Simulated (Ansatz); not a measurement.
## CsReF3 (cubic perovskite) (Pm-3m): how robust is the cRPA U?

Wanted: the sensitivity and cost of U and J for CsReF3 (cubic perovskite) (Pm-3m).

Calculated with Ansatz 0.2.0; constrained RPA on PBEsol, plane waves, PAW.

The structure was built from a prototype and need not be the compound's stable phase.

### 1. Set-up

Symmetry: Pm-3m, No. 221, cubic system. Conventional cell: a = 4.260 Å, b = 4.260 Å, c = 4.260 Å, α = 90.00°, β = 90.00°, γ = 90.00°. Nearest to Cs lie 12 F at 3.01 Å. Nearest to Re lie 6 F at 2.13 Å. Nearest to F lie 2 Re at 2.13 Å and 4 Cs at 3.01 Å. Farther neighbours and most contacts between anions are not listed.

The structure was relaxed with PBEsol. The structure type comes from a generator and need not be one that this composition takes. The structure was generated from a model, not taken from a measurement. The runs that relaxed it are not among those shown. The program's search for lower electronic states was switched off, so nothing shows that the state found is the lowest. Spin-orbit coupling is left out unless a step names it. The default PAW set here is soft_2. Its files were made with PBE.

### 2. Base: Re t2g, bands v3 to v1, 4×4×4 mesh, medium accuracy

Constrained RPA screens the interaction with every transition except those inside the target bands, which a later many-body model would treat itself.

The input, input.yaml:

```yaml
crystal:
  lattice:
    - [0.0, -4.26015021, 0.0]
    - [0.0, 0.0, 4.26015021]
    - [-4.26015021, 0.0, 0.0]
  atoms:
    - { symbol: Cs, position: [0.0, 0.0, 0.0] }
    - { symbol: Re, position: [0.5, 0.5, 0.5] }
    - { symbol: F, position: [0.5, 0.5, 0.0] }
    - { symbol: F, position: [0.5, 0.0, 0.5] }
    - { symbol: F, position: [0.0, 0.5, 0.5] }
kpoints:
  mp_grid: { grid: [6, 6, 6] }
hamiltonian:
  xc: pbesol
scf:
  occupations: { method: gaussian, width: 0.08 }
  n_extra_bands: 19
  max_iter: 150
  lower_state_search: "off"
output:
  crpa:
    kmesh: [4, 4, 4]
    target_bands: [v3, v1]
    projections: [{ species: Re, l: d, shell: 5, orbitals: [dxz, dyz, dxy] }]
  local_orbitals:
    kmesh: [8, 8, 8]
    orbitals: [{ species: Re, l: d, shell: 5, orbitals: [dxz, dyz, dxy] }]
    window: { bands: [v3, v1] }
    seedname: lo
```

On the command line:

```console
$ ansatz run input.yaml --threads 4 --pin off --max-ram 9216MiB --backend cpu --events-out ev --progress --plain --runs-dir out
```

Numbers of over 12 decimals in the logs are rounded to 6 here.

The log of the run:

```text
scf.n_extra_bands = 19 over 23 filled bands (N_el = 45.0): the run solves 42 bands
Engine: ansatz 0.2.0, aarch64-unknown-linux-gnu
Pseudopotentials: kind: paw
Pseudopotential: Cs, paw, valence charge 9, recommended cutoff 420 eV (normal), Cs.paw.azcp
Pseudopotential: Re, paw, valence charge 15, recommended cutoff 420 eV (normal), Re.paw.azcp
Pseudopotential: F, paw, valence charge 7, recommended cutoff 420 eV (normal), F.paw.azcp
Functional definition: PBEsol
  exchange = pbesol_x
  correlation = pbesol_c
Crystal: 5 atoms, lattice volume = 77.317 Å³
Basis set: ecut = 420 eV, 1503 PW (Γ)
Bands: 42, of which v1, the nominal top of the filled ones, is band 23 counted from 1 (22 counted from 0)
Symmetry: 48 space group operations
Space group: Pm-3m (ITA 221), of the structure as read, at distance tolerance 4.3e-5 Å
k-points: 20 of 216
Non-local potential: Cs, projectors of the file, l = 0: 3, l = 1: 2, l = 2: 2, l = 3: 2
Non-local potential: Re, projectors of the file, l = 0: 3, l = 1: 2, l = 2: 2, l = 3: 1
Non-local potential: F, projectors of the file, l = 0: 2, l = 1: 2, l = 2: 1
PAW form: soft (Blöchl's): semilocal exchange-correlation on the pseudo side does not see the compensation charge
PAW frozen core: Cs, regenerated for the run's functional, and the local potential with it (the file was generated under x = pbe(κ = 0.804, μ = 0.219515), c = pbe(β = 0.066725))
PAW frozen core: Re, regenerated for the run's functional, and the local potential with it (the file was generated under x = pbe(κ = 0.804, μ = 0.219515), c = pbe(β = 0.066725))
PAW frozen core: F, regenerated for the run's functional, and the local potential with it (the file was generated under x = pbe(κ = 0.804, μ = 0.219515), c = pbe(β = 0.066725))
PAW one-centre angular grid: Cs, 194 points (default); XC on 64 Gauss nodes
PAW one-centre angular grid: Re, 590 points (default); XC on 64 Gauss nodes
PAW one-centre angular grid: F, 110 points (default); XC on 64 Gauss nodes
Initial density: superposition of atomic densities (neutral atoms: chi_scale 0, normalization atom), corrected by the library's trained network
Initial wavefunctions: pseudopotential atomic-orbital guess
Functional: x = pbesol(κ = 0.804, μ = 0.123457), c = pbesol(β = 0.046)
SCF iter   1: F=—  HF=-18722.380900 eV  |F-HF|=—  |Δ(HF+E_count)|=         —  Δρ=1.40e-2  dr2=9.19e-2  ethr=1.77e-3  ⟨swp⟩=5.7  Hψ=3780  notcnv=0  defer=117
preconditioner: auto → LDOS  [insulator: Δε(μ)=0.176 eV  Ē_g=16.115 eV  σ=0.080 eV  W_gap=0.69  n_scr=18 (ndim 8)  ℏωp=23.5 eV  f_vac=0.018  D(μ)=3.69/eV (n_scr^D=26)  ε∞_Penn≈3.1  β→1.0]
SCF iter   2: F=—  HF=-18722.362349 eV  |F-HF|=—  |Δ(HF+E_count)|=   1.86e-2  Δρ=5.78e-3  dr2=1.38e-2  ethr=2.04e-4  ⟨swp⟩=2.0  Hψ=1507  notcnv=0  defer=238
[...]
SCF iter   7: F=-18722.358046 eV  HF=-18722.358046 eV  |F-HF|=5.82e-11  |Δ(HF+E_count)|=   2.45e-7  Δρ=5.34e-6  dr2=1.57e-8  ethr=2.22e-10  ⟨swp⟩=8.2  Hψ=4221  notcnv=0
SCF 1 converged in 7 iterations: F = -18722.358046 eV  dr2 = 1.57e-8
[...]
NSCF: frozen V_eff on 38 k-points
NSCF: frozen V_eff on 10 k-points
[...]
cRPA screening: q 1/64
cRPA screening: q 2/64
cRPA screening: q 8/64 (q-point 3)
cRPA screening: q 11/64 (q-point 6)
cRPA screening: q 23/64 (q-point 7)
cRPA screening: q 35/64 (q-point 11)
cRPA screening: q 38/64 (q-point 22)
cRPA screening: q 46/64 (q-point 23)
cRPA screening: q 58/64 (q-point 27)
cRPA screening: q 64/64 (q-point 43)
SCF converged after 7 iterations
Free energy (F): -18722.358046 eV
Harris-Foulkes:  -18722.358046 eV  (|F-HF|=5.82e-11)
Internal energy: -18722.346226 eV  (E = F + TS)
E sigma→0 (E₀):  -18722.352136 eV
Entropy (-TS):   -0.011819 eV (-2.364 meV/atom)
Fermi energy:    11.663591 eV
--- Per-component energies (eV) ---
  E_band       = -289.565955
  E_kinetic    = 1302.378910
  E_local      = -3454.792106  (includes V_loc(G=0)·N_el)
  E_nonlocal   = 310.882237
  E_hartree    = 1323.371992
  E_xc         = -806.296229
  E_vxc        = -730.350780  (∫ρ·V_xc dr)
  E_paw        = -14096.553847  (= ΣΔE_a)
  E_vpaw       = -364.436565  (= ΣTr[D̂ρ^β])
  E_aug_tail   = 0.005911  (compensation charges beyond the density's cutoff)
  E_ewald      = -3301.847843
  E_core_change = 0.504749  (= ΣΔE_core)
  E_smearing   = -0.011819  (= −TS)
  E_closure    = -0.000000  (closes the sum)
  Σ components = -18722.358046   (vs F -18722.358046, Δ=0.00e0)
--- Band table (eV; the first three rows and the last of 20) ---
  k-point 0: bands = [... 19 lower, 5.3629, 10.1728, 10.1728, 10.1728, 11.9712, 11.9712, 12.0887, 14.6570, ... 15 higher]
  k-point 1: bands = [... 19 lower, 5.2520, 10.2000, 10.4601, 10.4601, 12.0055, 12.2813, 12.8244, 14.8362, ... 15 higher]
  k-point 2: bands = [... 19 lower, 4.9901, 10.2557, 11.0426, 11.0426, 12.0649, 12.7261, 14.3266, 15.2345, ... 15 higher]
  k-point 19: bands = [... 19 lower, 5.1377, 12.1014, 12.1014, 12.1014, 14.8046, 14.8046, 14.8046, 15.4212, ... 15 higher]
--- cRPA (band scheme, projected local orbitals): target bands 21..23 (1-based), 3 Wannier function(s), 4×4×4 mesh, 46 bands' worth read of 51 solved, ecut_chi 136.0 eV, v(q+G=0) probe_charge, pair densities all_electron ---
  bands read: the sum over 46 bands ends inside a degenerate multiplet in 2 slots, whose members it reads at an even weight; the widest, k=0: bands 46 to 48 (counted from 1) at 1/3 each
  χ-basis size per q: N_G = 257..288
  window electrons = 5.0000, filled by tetrahedron_uncorrected; constrained ε̄⁻¹(q = 0, 0) head = 0.272514; min gauge Gram eig = 0.8166
  Kanamori averages over each shell's own Wannier functions (sites counted from 0, functions from 1):
    Site 1, 5D, 3 of 5 d orbitals (Wannier functions 1, 2, 3; wannier90's mr 2, 3, 5):
      screened: U = 4.2951 eV, U' = 3.5421 eV, J = 0.3327 eV
      screened, to within: U = 9.3e-3 eV, U' = 9.3e-3 eV, J = 6.6e-4 eV
      bare: V = 12.6218 eV, V' = 11.5925 eV, J = 0.5081 eV
  Hermiticity witness max|P − P†| over intra, direct and exchange elements: 7.11e-15 eV (screened), 3.26e-19 eV (bare)
  Reality witness max|Im| over intra, direct and exchange elements: 1.55e-19 eV (screened), 4.04e-19 eV (bare)
```

Run time: 31 s. Hardware: 4 threads of Arm Neoverse V2, shared host; peak memory 0.61 GiB; 2 min of CPU time.

Reading the cycles: dr2 is the Hartree energy of the density residual (eV), the measure of convergence; HF is the Harris–Foulkes estimate of the energy, which meets the free energy F at convergence.

Numbers from this step:

```yaml
u: 4.295 eV
u_prime_inter_orbital: 3.542 eV
j: 0.3327 eV
bare_v: 12.62 eV
bare_j: 0.5081 eV
stated_bound_on_u: 0.009219 eV
u_over_bare_v: 0.3403
electrons_in_the_window: 5.000
head_of_the_constrained_inverse_dielectric_matrix: 0.2725
least_eigenvalue_of_the_projection_s_overlap: 0.8166
target_functions: 3
bands_in_the_sums: 46
r_m_s_miss_of_the_model_bands: 1.60e-4 eV
width_of_the_target_bands: 1.929 eV
weight_of_the_projected_orbitals_in_the_window: 0.8889
```

On the Re t2g shell, screening brings the on-site interaction from 12.6 eV down to U = 4.30 eV.

### 3. Changed: 2×2×2 mesh

input.yaml, the sections that differ from step 2:

```yaml
output:
  crpa:
    kmesh: [2, 2, 2]
    target_bands: [v3, v1]
    projections: [{ species: Re, l: d, shell: 5, orbitals: [dxz, dyz, dxy] }]
# crystal, kpoints, hamiltonian, scf: as in step 2
```

The log of the run:

```text
[...]
Crystal: 5 atoms, lattice volume = 77.317 Å³
Basis set: ecut = 420 eV, 1503 PW (Γ)
Bands: 42, of which v1, the nominal top of the filled ones, is band 23 counted from 1 (22 counted from 0)
Symmetry: 48 space group operations
[...]
k-points: 20 of 216
[...]
SCF iter   1: F=—  HF=-18722.380900 eV  |F-HF|=—  |Δ(HF+E_count)|=         —  Δρ=1.40e-2  dr2=9.19e-2  ethr=1.77e-3  ⟨swp⟩=5.7  Hψ=3780  notcnv=0  defer=117
[...]
SCF iter   7: F=-18722.358046 eV  HF=-18722.358046 eV  |F-HF|=5.82e-11  |Δ(HF+E_count)|=   2.45e-7  Δρ=5.34e-6  dr2=1.57e-8  ethr=2.22e-10  ⟨swp⟩=8.2  Hψ=4221  notcnv=0
SCF 1 converged in 7 iterations: F = -18722.358046 eV  dr2 = 1.57e-8
[...]
NSCF: frozen V_eff on 4 k-points
[...]
cRPA screening: q 1/8
cRPA screening: q 2/8
cRPA screening: q 5/8 (q-point 4)
cRPA screening: q 8/8
SCF converged after 7 iterations
Free energy (F): -18722.358046 eV
[...]
Internal energy: -18722.346226 eV  (E = F + TS)
E sigma→0 (E₀):  -18722.352136 eV
Entropy (-TS):   -0.011819 eV (-2.364 meV/atom)
Fermi energy:    11.663591 eV
[...]
--- Band table (eV; the first three rows and the last of 20) ---
  k-point 0: bands = [... 19 lower, 5.3629, 10.1728, 10.1728, 10.1728, 11.9712, 11.9712, 12.0887, 14.6570, ... 15 higher]
  k-point 1: bands = [... 19 lower, 5.2520, 10.2000, 10.4601, 10.4601, 12.0055, 12.2813, 12.8244, 14.8362, ... 15 higher]
  k-point 2: bands = [... 19 lower, 4.9901, 10.2557, 11.0426, 11.0426, 12.0649, 12.7261, 14.3266, 15.2345, ... 15 higher]
  k-point 19: bands = [... 19 lower, 5.1377, 12.1014, 12.1014, 12.1014, 14.8046, 14.8046, 14.8046, 15.4212, ... 15 higher]
[...]
χ-basis size per q: N_G = 257..288
[...]
Site 1, 5D, 3 of 5 d orbitals (Wannier functions 1, 2, 3; wannier90's mr 2, 3, 5):
      screened: U = 4.6163 eV, U' = 3.8378 eV, J = 0.3326 eV
      screened, to within: U = 9.7e-3 eV, U' = 9.7e-3 eV, J = 6.9e-4 eV
      bare: V = 12.9399 eV, V' = 11.8883 eV, J = 0.5171 eV
[...]
```

The job ended after 5.8 s (4 threads; peak memory 0.54 GiB).

This step gave:

| Item | Value |
| --- | --- |
| U | 4.616 eV |
| U prime (inter-orbital) | 3.838 eV |
| J | 0.3326 eV |
| bare V | 12.94 eV |
| bare J | 0.5171 eV |
| stated bound on U | 0.009681 eV |
| U over bare V | 0.3568 |
| electrons in the window | 5.000 |
| head of the constrained inverse dielectric matrix | 0.2584 |
| least eigenvalue of the projection's overlap | 0.8166 |
| target functions | 3 |
| bands in the sums | 46 |
| width of the target bands | 1.929 eV |
| weight of the projected orbitals in the window | 0.8889 |

On the Re t2g shell, screening brings the on-site interaction from 12.9 eV down to U = 4.62 eV.

### 4. Changed: 6×6×6 mesh

input.yaml, as its differences from that of step 3:

```diff
@@ -22,3 +22,3 @@
   crpa:
-    kmesh: [2, 2, 2]
+    kmesh: [6, 6, 6]
     target_bands: [v3, v1]
```

The log of the run:

```text
[...]
Crystal: 5 atoms, lattice volume = 77.317 Å³
Basis set: ecut = 420 eV, 1503 PW (Γ)
Bands: 42, of which v1, the nominal top of the filled ones, is band 23 counted from 1 (22 counted from 0)
Symmetry: 48 space group operations
[...]
k-points: 20 of 216
[...]
k-point 19: bands = [... 19 lower, 5.1377, 12.1014, 12.1014, 12.1014, 14.8046, 14.8046, 14.8046, 15.4212, ... 15 higher]
[...]
χ-basis size per q: N_G = 257..292
[...]
Site 1, 5D, 3 of 5 d orbitals (Wannier functions 1, 2, 3; wannier90's mr 2, 3, 5):
      screened: U = 4.2724 eV, U' = 3.5208 eV, J = 0.3329 eV
      screened, to within: U = 1.1e-2 eV, U' = 1.1e-2 eV, J = 7.1e-4 eV
      bare: V = 12.5968 eV, V' = 11.5685 eV, J = 0.5077 eV
[...]
[key lines of the parts left out:]
SCF converged after 7 iterations
Free energy (F): -18722.358046 eV
Fermi energy:    11.663591 eV
```

The job ended after 2.8 min (4 threads; peak memory 0.86 GiB; 11 min of CPU time).

Numbers from this step:

```
U                                                 : 4.272 eV
U prime (inter-orbital)                           : 3.521 eV
J                                                 : 0.3329 eV
bare V                                            : 12.60 eV
bare J                                            : 0.5077 eV
stated bound on U                                 : 0.01007 eV
U over bare V                                     : 0.3392
electrons in the window                           : 5.000
head of the constrained inverse dielectric matrix : 0.2786
least eigenvalue of the projection's overlap      : 0.8166
target functions                                  : 3
bands in the sums                                 : 46
width of the target bands                         : 1.929 eV
weight of the projected orbitals in the window    : 0.8889
```

On the Re t2g shell, screening brings the on-site interaction from 12.6 eV down to U = 4.27 eV.

### 5. Changed: sums over states

input.yaml, as its differences from that of step 4:

```diff
@@ -22,4 +22,7 @@
   crpa:
-    kmesh: [6, 6, 6]
+    kmesh: [4, 4, 4]
     target_bands: [v3, v1]
     projections: [{ species: Re, l: d, shell: 5, orbitals: [dxz, dyz, dxy] }]
+    accuracy: sum_over_states
+    n_empty_bands: 92
+    ecut_chi: 250
```

The log of the run:

```text
[...]
Crystal: 5 atoms, lattice volume = 77.317 Å³
Basis set: ecut = 420 eV, 1503 PW (Γ)
Bands: 42, of which v1, the nominal top of the filled ones, is band 23 counted from 1 (22 counted from 0)
Symmetry: 48 space group operations
[...]
k-points: 20 of 216
[...]
χ-basis size per q: N_G = 672..739
[...]
U and J over all bands: no bound (output.crpa.accuracy: sum_over_states); those below are of the sums over the bands read on the sphere of ecut_chi, with what the atoms add
[...]
Site 1, 5D, 3 of 5 d orbitals (Wannier functions 1, 2, 3; wannier90's mr 2, 3, 5):
      screened: U = 4.3541 eV, U' = 3.5444 eV, J = 0.3513 eV
      bare: V = 12.6218 eV, V' = 11.5925 eV, J = 0.5081 eV
[...]
[key lines of the parts left out:]
SCF converged after 7 iterations
Free energy (F): -18722.358046 eV
Fermi energy:    11.663591 eV
```

Wall time 16 s (4 threads); peak memory 0.73 GiB; 58 s of CPU time.

This variant gives U = 4.35 eV against 4.30 eV. It is a finite sum over empty states with no bound on its error and stays out of the table below.

(Continued in part 2 of 2.)

[Paths, hosts, dates, memory and timing lines, banners, echoed tables and standing remarks are left out of the program output.]

[Logs are printed without paths, hosts, clocks, repeated set-up lines and the standing remarks that a program may print on its own settings, such as how far it seeks lower states.]

[Runs of the session that timed out or met a known fault of the program may be left out.]

[Hosts, paths, dates, database ids (printed as entryN), source tags and the programs' standing remarks are cut or masked in the printed files.]
